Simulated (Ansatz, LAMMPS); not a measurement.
# Amorphous 32Ga2O3-68GeO2 (mol %) (69 atoms): where an added charge goes: runs compared

Aim: add and remove one electron in amorphous 32Ga2O3-68GeO2 (mol %) (69 atoms), with atoms held and relaxed, and read trapping energy and localisation.

Computed with Ansatz 0.2.0: Kohn-Sham DFT, RPBE, PAW (set soft_1), plane waves.

## Step 1: The cell as built

The cell holds 69 atoms: 12 Ga, 13 Ge and 44 O. Its edges and angles: a = 9.383 Å, b = 9.383 Å, c = 9.383 Å, α = 90.0°, β = 90.0°, γ = 90.0°. 69 atoms (12 Fe, 13 Ge, 44 O) placed at random at 4.74 g/cm³, melted at 5000 K for 10 ps at fixed volume with the Morse and Coulomb pair potential with partial charges (Pedone, Malavasi, Menziani, Cormack and Segre, J. Phys. Chem. B 110, 11780 (2006)). Quenched from 5000 K to 300 K at 20 K/ps and fixed volume, held 5 ps, then minimised at fixed cell. Then Fe was replaced by Ga and the cell scaled by 1.006 (the potential has no terms for the new elements, so the cell is a start for a DFT relaxation).

Limits known from the start: The quench rate of 20 K/ps is orders of magnitude faster than experiment, which tends to freeze in extra defects. The network of bonds at the start is that of the classical potential that made the cell, and needn't be the one that DFT or experiment would give. The Brillouin zone is sampled at Γ only, in a cell whose shortest periodic width is 9 Å.

## Step 2: The reference run

The reference is a single point at the end of the relaxation.

The charged cells start from the geometry of this run, on a uniform background, with spin and a narrow Fermi–Dirac smearing.

Its input, with most atom lines left out:

```yaml
crystal:
  lattice:
    - [9.38326, 0.0, 0.0]
    - [0.0, 9.38326, 0.0]
    - [0.0, 0.0, 9.38326]
  atoms:
    - { symbol: Ga, position: [0.28597, 0.14483, 0.81646] }
    - { symbol: Ga, position: [0.93291, 0.26446, 0.87095] }
    - { symbol: Ga, position: [0.81873, 0.7795, 0.52485] }
    - { symbol: Ga, position: [0.50556, 0.61851, 0.60707] }
    - { symbol: Ga, position: [0.72382, 0.38786, 0.6516] }
    - { symbol: Ga, position: [0.28045, 0.55452, 0.26812] }
    - { symbol: Ga, position: [0.0007, 0.93369, 0.73171] }
    [... atom lines 8 to 69 left out ...]
kpoints:
  mp_grid: { grid: [1, 1, 1] }
hamiltonian:
  xc: rpbe
  pseudopotentials: { kind: paw, azcp: { folder: soft_1 } }
scf:
  occupations: { method: gaussian, width: 0.025 }
output:
  forces: true
  stress: true
  populations: true
  dos:
    method: { smearing: { sigma: 0.08 } }
    de: 0.1
    projected: { site_lists: { Ga: [Ga], Ge: [Ge], O: [O] } }
  eigenvalues: true
  write_density: true
  write_potential: true
  volumetric_format: npy
```

* free energy per atom: -1832.0731 eV/atom
* r.m.s. force component: 0.00865 eV/Å
* pressure: 0.7765 GPa

Filled and empty levels are parted by 1.37 eV (at Γ alone); a semilocal functional tends to put such gaps too low. In a disordered cell it changes from sample to sample, and tail or defect levels can set it.

## Step 3: The runs

Each row is one run, on 4 threads of Arm Neoverse V1, shared host. The free energy is the program's total, comparable only between runs with the same functional, potentials and atoms; between charge states it hangs on the program's zero of potential.

| run | atoms | outcome | ionic steps, all passes | free energy (eV) | time | host memory (GiB) |
| --- | --- | --- | --- | --- | --- | --- |
| Single point at the start | 69 | converged | - | -126407.395 | 12 s | 1.2 |
| Relaxation | 69 | converged | 12 | -126413.044 | 95 s | 1.2 |
| Single point at the relaxed geometry | 69 | converged | - | -126413.044 | 18 s | 1.2 |
| An extra electron, atoms held | 69 | converged | - | -126405.045 | 34 s | 1.8 |
| An extra electron, atoms relaxed | 69 | converged | 3 | -126405.061 | 52 s | 1.8 |
| An extra electron, levels at the relaxed geometry | 69 | converged | - | -126405.061 | 33 s | 1.8 |
| Neutral at the geometry of the electron | 69 | converged | - | -126413.030 | 16 s | 1.2 |
| An extra hole, atoms held | 69 | converged | - | -126419.541 | 52 s | 1.8 |
| An extra hole, atoms relaxed | 69 | converged | 8 | -126419.661 | 3.3 min | 1.8 |
| An extra hole, levels at the relaxed geometry | 69 | converged | - | -126419.661 | 50 s | 1.9 |
| Neutral at the geometry of the hole | 69 | converged | - | -126412.838 | 17 s | 1.2 |

Local excerpt of 12 atoms (numbers count through the whole input) about O58, which holds the most spin of the extra hole after relaxation; x, y, z are measured from there.

| atom | x | y | z | distance (Å) | Löwdin charge (e) | moment (μB) |
| --- | --- | --- | --- | --- | --- | --- |
| O58 | 0.00 | 0.00 | 0.00 | 0.00 | -0.56 | 0.32 |
| Ga4 | 1.13 | -0.63 | -1.38 | 1.89 | 1.10 | 0.00 |
| Ga12 | -0.27 | 1.55 | 1.07 | 1.90 | 1.12 | 0.00 |
| O44 | 0.11 | 2.20 | -1.64 | 2.75 | -0.67 | 0.00 |
| O36 | -2.46 | 0.78 | -1.02 | 2.77 | -0.64 | 0.07 |
| O28 | 2.64 | -1.02 | -0.18 | 2.83 | -0.66 | 0.07 |
| O43 | -1.05 | 0.66 | 2.56 | 2.84 | -0.65 | 0.07 |
| Ge18 | -1.27 | 1.26 | -2.27 | 2.89 | 1.50 | 0.00 |
| O53 | -0.51 | -0.22 | -2.85 | 2.90 | -0.67 | 0.00 |
| O48 | 2.35 | 1.49 | 0.96 | 2.94 | -0.66 | 0.03 |
| Ga9 | -1.34 | -2.17 | 1.49 | 2.96 | 1.11 | 0.00 |
| O61 | -1.91 | -2.05 | -0.98 | 2.97 | -0.65 | 0.00 |

## Step 4: Energies and spread of the extra charge

Energies are differences within one cell and functional; the shift is the gain plus the neutral cell's energy at the new geometry, that is how much cheaper the vertical process becomes there. The spread is the participation number of the site moments (1/Σw², over the spin inside atomic spheres), with the atom that holds the largest share and the spin that the spheres hold in all.

| carrier | charged less neutral, atoms held (eV) | gain on relaxing (eV) | neutral cell at that geometry, less the reference (eV) | shift of the vertical energy (eV) | spread, atoms held | spread, relaxed |
| --- | --- | --- | --- | --- | --- | --- |
| electron | 7.999 | 0.016 | 0.014 | 0.030 | 58; O59 4 % of 0.37 μB | 58; O59 4 % of 0.38 μB |
| hole | -6.498 | 0.120 | 0.206 | 0.326 | 14; O58 16 % of 0.88 μB | 6; O58 36 % of 0.89 μB |

## Step 5: Outcome

The extra electron gains 0.016 eV as the atoms relax, and its spin stays on about 58 atoms: it stays spread out at this level. The cell with the electron ends on a moment of 0.90 μB, short of the 1 μB of one unpaired electron, so the spin density holds only part of the carrier. With the atoms held, the spheres hold only 0.37 of the 0.90 μB, so the spread is read from a small part of the spin. The extra hole gains 0.12 eV as the atoms relax, and its spin goes from about 14 to 6 atoms: a partial localisation as the atoms move, with the largest share on O58. The O58–O36 distance goes from 2.86 to 2.77 Å. The hole is shared among 2 partly filled levels, as near-degenerate levels under the smearing give, and as self-interaction favours. Adding the two vertical energies gives 1.50 eV, against a gap of 1.37 eV in the neutral cell. The zero of the potential cancels in this sum; the excess isn't taken apart here: charging of a small cell, filling of bands on a coarse mesh and the attraction to the background can all enter.

Caveats: Single energies of charged cells hang on the program's zero of potential. In the spin-polarised runs the search for a state of lower energy was switched off. No distortion was seeded, so a trapped state behind a barrier can't be found. Local and semilocal functionals favour spread-out charges, so trapping can be missed. Charged cells carry a uniform background, with no correction for images.

The DFT runs together took 9.6 min of wall time.

[Logs are printed without paths, hosts, clocks, repeated set-up lines and the standing remarks that a program may print on its own settings, such as how far it seeks lower states.]

[Hosts, paths, dates, database ids (printed as entryN), source tags and the programs' standing remarks are cut or masked in the printed files.]
